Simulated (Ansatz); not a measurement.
The compound is K2TcCl6 (started from the K2PtCl6 type) (Fm-3m).

The structure was built from a prototype and need not be the compound's stable phase.

```xyz
9
Lattice="4.6621 0.0000 4.6621 4.6621 4.6621 0.0000 0.0000 4.6621 4.6621" Properties=species:S:1:pos:R:3 pbc="T T T"
K     2.3310    2.3310    2.3310
K     6.9931    6.9931    6.9931
Tc    0.0000    0.0000    0.0000
Cl    2.3098    4.6621    4.6621
Cl    7.0144    4.6621    4.6621
Cl    4.6621    4.6621    2.3098
Cl    4.6621    4.6621    7.0144
Cl    4.6621    2.3098    4.6621
Cl    4.6621    7.0144    4.6621
```

The structure was relaxed with LDA. The structure type comes from a generator and need not be one that this composition takes. The structure was generated from a model, not taken from a measurement. The runs that relaxed it are not among those shown. The program's search for lower electronic states was switched off, so nothing shows that the state found is the lowest. PAW set soft_2, made with PBE.

A constrained-RPA run (Ansatz 0.2.0; non-magnetic LDA; Tc t2g + anion p, bands v20 to c1, 2×2×2 mesh, medium accuracy) builds 21 functions on bands 6.5 eV wide, with 39.0 electrons in the window. The bare on-site interaction is 14.8 eV and the bare J 0.59 eV.

**Question.** Estimate U, U′ and J.

On the Tc t2g shell, U = 4.79 eV (32 % of the bare value), U′ = 3.89 eV, J = 0.43 eV.

The parent state is non-magnetic and the interaction static (zero frequency); U depends on the window and the orbitals, so it belongs to this model alone. A window that holds the anion p bands defines a model with explicit ligands; its U belongs to that model and is not the U of DFT+U. Coarse meshes can leave U off its limit, most where the target bands are metallic.

[Paths, hosts, dates, memory and timing lines, banners, echoed tables and standing remarks are left out of the program output.]

[Logs are printed without paths, hosts, clocks, repeated set-up lines and the standing remarks that a program may print on its own settings, such as how far it seeks lower states.]

[Runs of the session that timed out or met a known fault of the program may be left out.]

[Hosts, paths, dates, database ids (printed as entryN), source tags and the programs' standing remarks are cut or masked in the printed files.]
